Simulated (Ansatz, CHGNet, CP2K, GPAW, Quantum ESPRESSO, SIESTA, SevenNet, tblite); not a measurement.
# CP2K on random packing of B86H14 (at. %) (90 atoms): settings against a plane-wave reference, part 2 of 3

How do the settings of CP2K change the result for random packing of B86H14 (at. %) (90 atoms)? A plane-wave run serves as the yardstick.

Program: CP2K 2026.2; the method stands at each step. Banners, paths, timers and routine set-up lines are dropped from the logs unmarked, and long logs keep their key lines alone; longer cuts are marked.

So far. Step 2 (PBE, DZVP-MOLOPT-SR, 450/50 Ry, diagonalisation): Forces lie 2.9 % from the reference's, at 5.5 times its CPU time (on 4 against 2 cores). Step 3 (PBE, TZV2P-MOLOPT (SR for B), 450/50 Ry …): Against the first run (2.9 %), the force difference from the reference is 1.2 %, at 2.4 times the CPU time, with 1811 basis functions against 1066: the larger basis brings the forces nearer.

## Step 4: PBE+D3(BJ), DZVP-MOLOPT-SR, 450/50 Ry, diagonalisation

Method: Kohn-Sham DFT, PBE+D3(BJ), GTH-PBE pseudopotentials, Gaussian and plane waves, DZVP-MOLOPT-SR-GTH, diagonalisation.

input.inp reads:

```
&GLOBAL
  PROJECT cell
  RUN_TYPE ENERGY_FORCE
  PRINT_LEVEL LOW
&END GLOBAL
&FORCE_EVAL
  METHOD QS
  STRESS_TENSOR ANALYTICAL
  &DFT
    BASIS_SET_FILE_NAME BASIS_MOLOPT
    POTENTIAL_FILE_NAME GTH_POTENTIALS
    &MGRID
      CUTOFF 450
      REL_CUTOFF 50
    &END MGRID
    &QS
      EPS_DEFAULT 1.0E-12
    &END QS
    &SCF
      SCF_GUESS ATOMIC
      EPS_SCF 5.0E-06
      MAX_SCF 200
      ADDED_MOS 34
      &DIAGONALIZATION
        ALGORITHM STANDARD
      &END DIAGONALIZATION
      &SMEAR ON
        METHOD FERMI_DIRAC
        ELECTRONIC_TEMPERATURE [K] 580
      &END SMEAR
      &MIXING
        METHOD BROYDEN_MIXING
        ALPHA 0.15
        NBROYDEN 12
      &END MIXING
      &PRINT
        &RESTART OFF
        &END RESTART
      &END PRINT
    &END SCF
    &XC
      &XC_FUNCTIONAL PBE
      &END XC_FUNCTIONAL
      &VDW_POTENTIAL
        POTENTIAL_TYPE PAIR_POTENTIAL
        &PAIR_POTENTIAL
          TYPE DFTD3(BJ)
          PARAMETER_FILE_NAME dftd3.dat
          REFERENCE_FUNCTIONAL PBE
        &END PAIR_POTENTIAL
      &END VDW_POTENTIAL
    &END XC
    &PRINT
      &MULLIKEN ON
      &END MULLIKEN
      &HIRSHFELD ON
        SHAPE_FUNCTION DENSITY
      &END HIRSHFELD
      &MO ON
        EIGENVALUES T
        OCCUPATION_NUMBERS T
        MO_INDEX_RANGE 111 134
        &EACH
          QS_SCF 0
        &END EACH
        ADD_LAST NUMERIC
      &END MO
    &END PRINT
  &END DFT
  &SUBSYS
    &CELL
      A 8.90670 0.00000 0.00000
      B 0.00000 8.90670 0.00000
      C 0.00000 0.00000 8.90670
    &END CELL
    &TOPOLOGY
      COORD_FILE_NAME structure.xyz
      COORD_FILE_FORMAT XYZ
    &END TOPOLOGY
    &KIND B
      BASIS_SET DZVP-MOLOPT-SR-GTH-q3
      POTENTIAL GTH-PBE-q3
    &END KIND
    &KIND H
      BASIS_SET DZVP-MOLOPT-SR-GTH-q1
      POTENTIAL GTH-PBE-q1
    &END KIND
  &END SUBSYS
  &PRINT
    &FORCES ON
    &END FORCES
    &STRESS_TENSOR ON
    &END STRESS_TENSOR
  &END PRINT
&END FORCE_EVAL
```

structure.xyz reads:

```xyz
90

B 7.78775 0.82672 2.86689
B 6.16272 1.72398 4.08283
B 5.98797 7.62503 1.78838
B 0.01496 3.16927 0.66765
B 6.39082 3.71739 2.79697
B 8.56361 0.32305 8.24297
B 5.55457 3.87441 0.42191
B 6.67245 3.82311 5.94602
B 8.10813 7.65433 0.02850
B 7.07459 3.12625 4.32242
B 8.66898 3.96651 5.02436
B 6.42342 1.26644 0.30016
B 5.80138 1.36130 1.79114
B 6.07544 7.73191 5.60205
B 1.54273 2.73658 6.25473
B 1.80218 1.63714 8.20102
B 7.02480 1.13391 7.33039
B 6.08942 6.51792 3.48564
B 4.13262 4.41149 1.55680
B 6.58855 5.08394 8.69739
[... 66 atom lines left out ...]
H 5.40494 5.16384 2.64244
H 2.89486 8.17599 1.49321
H 7.83273 5.82471 7.01759
H 3.72407 4.95017 3.50176
```

The run is started by

```console
$ OMP_NUM_THREADS=1 mpirun -np 4 cp2k.psmp -i input.inp > output.txt
```

Numbers of over 12 decimals in the logs are rounded to 6 here.

What it wrote:

```text
CP2K| version string:                                       CP2K version 2026.2
 CP2K| Input file name                                                 input.inp
 GLOBAL| Basis set file name                                        BASIS_MOLOPT
 GLOBAL| Potential file name                                      GTH_POTENTIALS
 GLOBAL| Run type                                                   ENERGY_FORCE
 GLOBAL| Total number of message passing processes                             4
 GLOBAL| Number of threads for this process                                    1
[... lines left out ...]
                        Smear method:                                FERMI_DIRAC
[... lines left out ...]
 Number of electrons:                                                        244
[... lines left out ...]
  Step     Update method      Time    Convergence         Total energy    Change
[... lines left out ...]
  *** SCF run converged in    18 steps ***
[... lines left out ...]
  Fermi energy:                                                 0.227983
  Total energy:                                              -221.550510
  Total energy (extrapolated to T->0):                       -221.545435
[... lines left out ...]
 MO| E(Fermi):            0.227983 a.u.          6.203722 eV
[... lines left out ...]
     90       H      2       1.000          0.988                         0.012
  Total Charge                                                           -0.000
 !-----------------------------------------------------------------------------!
 ENERGY| Total FORCE_EVAL ( QS ) energy [hartree]           -221.550566
 FORCES| Atomic forces [hartree/bohr]
 FORCES|   Atom     x               y               z               |f|
 FORCES|      1 -1.25755421E-02 -1.65046741E-02  1.25049033E-02   2.42264552E-02
 FORCES|      2  1.30966526E-02 -1.61517556E-02  7.28440608E-03   2.20332497E-02
 FORCES|      3 -1.29095236E-02 -3.69348202E-03  1.68259772E-02   2.15269858E-02
[...]
FORCES|     89  6.92620283E-03 -4.90237895E-03 -2.68356981E-02   2.81453424E-02
 FORCES|     90 -4.85740384E-03 -1.38098355E-02 -1.55233353E-02   2.13372882E-02
 FORCES| Sum     1.72236783E-05 -4.20086195E-05  1.17590596E-05
 FORCES| Total atomic force                                       4.69004764E-05
 STRESS| Analytical stress tensor [bar]
 STRESS|                        x                   y                   z
 STRESS|      x       -1.48110184180E+05  -3.98966548367E+04   1.45070015372E+04
 STRESS|      y       -3.98966548367E+04  -1.55223508046E+05  -2.71267219681E+04
 STRESS|      z        1.45070015372E+04  -2.71267219681E+04  -1.45729343528E+05
 STRESS| 1/3 Trace                                            -1.49687678585E+05
```

Elapsed: 2.4 min, on 4 MPI ranks of Arm Neoverse V1, shared host; peak memory 2.5 GiB; 9.4 min of CPU time.

Against the reference:

```
r.m.s. force component                  : 1.053 eV/Å
r.m.s. difference of force components   : 145.8 meV/Å
longest difference of force vectors     : 740.3 meV/Å
force difference over r.m.s. force      : 13.51 %
slope of forces against the reference's : 0.9662
correlation of force components         : 0.991
pressure                                : -14.97 GPa
pressure difference                     : -0.2518 GPa
```

Against the first run (2.9 %), the force difference from the reference is 14 %, at 0.98 times the CPU time; the model has changed, so this is no error of the program alone.

## Step 5: revPBE, PBE potentials, DZVP-MOLOPT-SR, 450/50 Ry, diagonalisation

Method: Kohn-Sham DFT, revPBE, GTH-PBE pseudopotentials, Gaussian and plane waves, DZVP-MOLOPT-SR-GTH, diagonalisation.

input.inp: that of step 4 with these lines changed.

```diff
@@ -41,12 +41,7 @@
     &XC
-      &XC_FUNCTIONAL PBE
+      &XC_FUNCTIONAL
+        &PBE
+          PARAMETRIZATION REVPBE
+        &END PBE
       &END XC_FUNCTIONAL
-      &VDW_POTENTIAL
-        POTENTIAL_TYPE PAIR_POTENTIAL
-        &PAIR_POTENTIAL
-          TYPE DFTD3(BJ)
-          PARAMETER_FILE_NAME dftd3.dat
-          REFERENCE_FUNCTIONAL PBE
-        &END PAIR_POTENTIAL
-      &END VDW_POTENTIAL
     &END XC
@@ -75,6 +70,6 @@
     &END CELL
-    &TOPOLOGY
-      COORD_FILE_NAME structure.xyz
-      COORD_FILE_FORMAT XYZ
-    &END TOPOLOGY
+    &COORD
+      SCALED
+[... 90 atom lines left out: the same atoms as in the first run ...]
+    &END COORD
     &KIND B
```

What it wrote:

```text
CP2K| version string:                                       CP2K version 2026.2
 CP2K| Input file name                                                 input.inp
 GLOBAL| Basis set file name                                        BASIS_MOLOPT
 GLOBAL| Potential file name                                      GTH_POTENTIALS
 GLOBAL| Run type                                                   ENERGY_FORCE
 GLOBAL| Total number of message passing processes                             4
 GLOBAL| Number of threads for this process                                    1
 TOTAL NUMBERS AND MAXIMUM NUMBERS
  Total number of            - Atomic kinds:                                   2
                             - Atoms:                                         90
[... lines left out ...]
                        Smear method:                                FERMI_DIRAC
[... lines left out ...]
 Number of electrons:                                                        244
[... lines left out ...]
  Step     Update method      Time    Convergence         Total energy    Change
[... lines left out ...]
  *** SCF run converged in    18 steps ***
[... lines left out ...]
  Fermi energy:                                                 0.228021
  Total energy:                                              -220.942447
  Total energy (extrapolated to T->0):                       -220.937403
[... lines left out ...]
 MO| E(Fermi):            0.228021 a.u.          6.204765 eV
[... lines left out ...]
 !-----------------------------------------------------------------------------!
 !-----------------------------------------------------------------------------!
                           Hirshfeld Charges
  #Atom  Element  Kind  Ref Charge     Population                    Net charge
      1       B      1       3.000          2.949                         0.051
      2       B      1       3.000          3.003                        -0.003
      3       B      1       3.000          2.947                         0.053
[...]
89       H      2       1.000          0.957                         0.043
     90       H      2       1.000          0.989                         0.011
  Total Charge                                                           -0.000
 !-----------------------------------------------------------------------------!
 ENERGY| Total FORCE_EVAL ( QS ) energy [hartree]           -220.942515
 FORCES| Atomic forces [hartree/bohr]
 FORCES|   Atom     x               y               z               |f|
 FORCES|      1 -1.14992845E-02 -1.37978220E-02  9.35178076E-03   2.02501664E-02
 FORCES|      2  1.56365592E-02 -1.79045938E-02  2.33545543E-03   2.38857869E-02
 FORCES|      3 -1.35066421E-02 -3.84567096E-03  1.67928310E-02   2.18910424E-02
[...]
FORCES|     89  8.18548483E-03 -5.58853725E-03 -2.96591908E-02   3.12714168E-02
 FORCES|     90 -4.56720388E-03 -1.11672394E-02 -4.05891723E-03   1.27295481E-02
 FORCES| Sum     1.53935822E-05 -4.35557379E-05  1.09833620E-05
 FORCES| Total atomic force                                       4.74836700E-05
 STRESS| Analytical stress tensor [bar]
 STRESS|                        x                   y                   z
 STRESS|      x       -1.42521010772E+05  -3.85871093546E+04   1.38285827987E+04
 STRESS|      y       -3.85871093546E+04  -1.44234731043E+05  -2.82020354465E+04
 STRESS|      z        1.38285827987E+04  -2.82020354465E+04  -1.40792047681E+05
 STRESS| 1/3 Trace                                            -1.42515929832E+05
```

Wall time 2.3 min (4 MPI ranks); peak memory 2.4 GiB.

Against the reference:

| Property | Result |
| --- | --- |
| r.m.s. force component | 1.094 eV/Å |
| r.m.s. difference of force components | 35.16 meV/Å |
| longest difference of force vectors | 157.6 meV/Å |
| force difference over r.m.s. force | 3.256 % |
| slope of forces against the reference's | 1.013 |
| correlation of force components | 0.9996 |
| pressure | -14.25 GPa |
| pressure difference | 0.4654 GPa |

Against the first run (2.9 %), the force difference from the reference is 3.3 %, at 0.95 times the CPU time; the model has changed, so this is no error of the program alone.

## Step 6: PBE, DZVP-MOLOPT-SR, 450/20 Ry, diagonalisation

Method: Kohn-Sham DFT, PBE, GTH-PBE pseudopotentials, Gaussian and plane waves, DZVP-MOLOPT-SR-GTH, diagonalisation.

input.inp: that of step 5 with these lines changed.

```diff
@@ -13,3 +13,3 @@
       CUTOFF 450
-      REL_CUTOFF 50
+      REL_CUTOFF 20
     &END MGRID
@@ -41,6 +41,3 @@
     &XC
-      &XC_FUNCTIONAL
-        &PBE
-          PARAMETRIZATION REVPBE
-        &END PBE
+      &XC_FUNCTIONAL PBE
       &END XC_FUNCTIONAL
@@ -70,6 +67,6 @@
     &END CELL
-    &COORD
-      SCALED
-[... 90 atom lines left out: the same atoms as in the first run ...]
-    &END COORD
+    &TOPOLOGY
+      COORD_FILE_NAME structure.xyz
+      COORD_FILE_FORMAT XYZ
+    &END TOPOLOGY
     &KIND B
```

structure.xyz is that of step 4.

What it wrote:

```text
CP2K| version string:                                       CP2K version 2026.2
 CP2K| Input file name                                                 input.inp
 GLOBAL| Basis set file name                                        BASIS_MOLOPT
 GLOBAL| Potential file name                                      GTH_POTENTIALS
 GLOBAL| Run type                                                   ENERGY_FORCE
 GLOBAL| Total number of message passing processes                             4
 GLOBAL| Number of threads for this process                                    1
 TOTAL NUMBERS AND MAXIMUM NUMBERS
  Total number of            - Atomic kinds:                                   2
                             - Atoms:                                         90
[... lines left out ...]
                        Smear method:                                FERMI_DIRAC
[... lines left out ...]
 Number of electrons:                                                        244
[... lines left out ...]
  Step     Update method      Time    Convergence         Total energy    Change
[... lines left out ...]
  *** SCF run converged in    18 steps ***
[... lines left out ...]
  Fermi energy:                                                 0.227980
  Total energy:                                              -220.877468
  Total energy (extrapolated to T->0):                       -220.872393
[... lines left out ...]
 MO| E(Fermi):            0.227980 a.u.          6.203651 eV
[... lines left out ...]
 !-----------------------------------------------------------------------------!
 !-----------------------------------------------------------------------------!
                           Hirshfeld Charges
  #Atom  Element  Kind  Ref Charge     Population                    Net charge
      1       B      1       3.000          2.949                         0.051
      2       B      1       3.000          3.003                        -0.003
      3       B      1       3.000          2.948                         0.052
[...]
89       H      2       1.000          0.957                         0.043
     90       H      2       1.000          0.988                         0.012
  Total Charge                                                           -0.000
 !-----------------------------------------------------------------------------!
 ENERGY| Total FORCE_EVAL ( QS ) energy [hartree]           -220.877525
 FORCES| Atomic forces [hartree/bohr]
 FORCES|   Atom     x               y               z               |f|
 FORCES|      1 -1.14274236E-02 -1.35936144E-02  9.78248191E-03   2.02748444E-02
 FORCES|      2  1.55498190E-02 -1.80720895E-02  2.03063742E-03   2.39274064E-02
 FORCES|      3 -1.33989178E-02 -3.92202612E-03  1.67106410E-02   2.17751880E-02
[...]
FORCES|     89  8.05459033E-03 -5.33629743E-03 -2.92949462E-02   3.08471452E-02
 FORCES|     90 -4.52422750E-03 -1.10965027E-02 -4.33417929E-03   1.27430811E-02
 FORCES| Sum    -2.02004726E-05 -1.40107732E-04 -8.14844970E-05
 FORCES| Total atomic force                                       1.63333888E-04
 STRESS| Analytical stress tensor [bar]
 STRESS|                        x                   y                   z
 STRESS|      x       -1.45605628963E+05  -3.81758250188E+04   1.39335612455E+04
 STRESS|      y       -3.81758250188E+04  -1.47076605480E+05  -2.81291789816E+04
 STRESS|      z        1.39335612455E+04  -2.81291789816E+04  -1.43365768785E+05
 STRESS| 1/3 Trace                                            -1.45349334410E+05
```

The job ended after 78 s (4 MPI ranks; peak memory 2.4 GiB; 5.2 min of CPU time).

Numbers from this run, and their distance from the reference:

```yaml
r_m_s_force_component: 1.094 eV/Å
r_m_s_difference_of_force_components: 30.86 meV/Å
longest_difference_of_force_vectors: 151.2 meV/Å
force_difference_over_r_m_s_force: 2.859 %
slope_of_forces_against_the_reference_s: 1.013
correlation_of_force_components: 0.9997
pressure: -14.53 GPa
pressure_difference: 0.1821 GPa
energy_less_the_same_level_run_s: -0.0629 meV/atom
r_m_s_force_difference_from_the_same_level_run: 0.889 meV/Å
```

This is a coarse setting, run to see what it loses.

Against the first run (2.9 %), the force difference from the reference is 2.9 %, at 0.54 times the CPU time: the change moves forces by 0.89 meV/Å r.m.s., so most of the difference comes from elsewhere.

(Continued in part 3 of 3.)

[Also dropped from logs without a mark: logging warnings of Python, and SIESTA's first energy breakdown and zero terms.]

[Logs are printed without paths, hosts, clocks, repeated set-up lines and the standing remarks that a program may print on its own settings, such as how far it seeks lower states.]

[Hosts, paths, dates, database ids (printed as entryN), source tags and the programs' standing remarks are cut or masked in the printed files.]
